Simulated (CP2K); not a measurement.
Two runs for the C K edge of 5-trifluoromethylpyrimidine. Run A: CP2K XAS_TDP, all-electron GAPW, PBEh(45%), aug-cc-pVDZ, TDA, no relativity. Run B differs in one setting.

First lines with a strength over 0.0015. A:

```tsv
atom	energy (eV)	states	strength, one atom
C2 (bonded to C and 3 F)	289.05	1	0.0417
	289.99	1	0.0652
	290.36	1	0.0220
	291.86	1	0.0425
	291.94	1	0.0358
C5 (bonded to 3 C)	281.68	1	0.0451
	286.76	1	0.0018
	286.83	1	0.0136
	286.99	1	0.0051
	287.12	1	0.0024
C6 (bonded to C, N and H)	281.47	1	0.0609
	286.40	1	0.0136
	287.31	1	0.0054
	288.21	1	0.0026
	288.37	1	0.0069
C8 (bonded to 2 N and H)	281.84	1	0.0623
	286.64	1	0.0139
	287.56	1	0.0036
	288.55	1	0.0111
	288.64	1	0.0024
```

B:

```tsv
atom	energy (eV)	states	strength, one atom
C2 (bonded to C and 3 F)	295.82	1	0.0408
	296.76	1	0.0638
	297.13	1	0.0215
	298.63	1	0.0416
	298.71	1	0.0350
C5 (bonded to 3 C)	287.20	1	0.0442
	292.28	1	0.0017
	292.35	1	0.0134
	292.51	1	0.0050
	292.64	1	0.0024
C6 (bonded to C, N and H)	287.41	1	0.0596
	292.35	1	0.0133
	293.26	1	0.0053
	294.16	1	0.0026
	294.31	1	0.0067
C8 (bonded to 2 N and H)	287.60	1	0.0611
	292.39	1	0.0136
	293.32	1	0.0035
	294.31	1	0.0109
	294.39	1	0.0023
```

Which was it: GW2X switched on, scalar relativity switched on, the functional, the basis?

GW2X switched on. GW2X shifts an atom's lines together and keeps their spacings. Against PBEh(45%) in aug-cc-pVDZ, the leading lines move by +6.77 eV (C2, to 295.82), +5.52 eV (C5, to 287.20), +5.94 eV (C6, to 287.41) and +5.76 eV (C8, to 287.60).

[Banner, clock and machine lines of the logs are left out without a mark of their own.]

[Logs are printed without paths, hosts, clocks, repeated set-up lines and the standing remarks that a program may print on its own settings, such as how far it seeks lower states.]

[Hosts, paths, dates, database ids (printed as entryN), source tags and the programs' standing remarks are cut or masked in the printed files.]
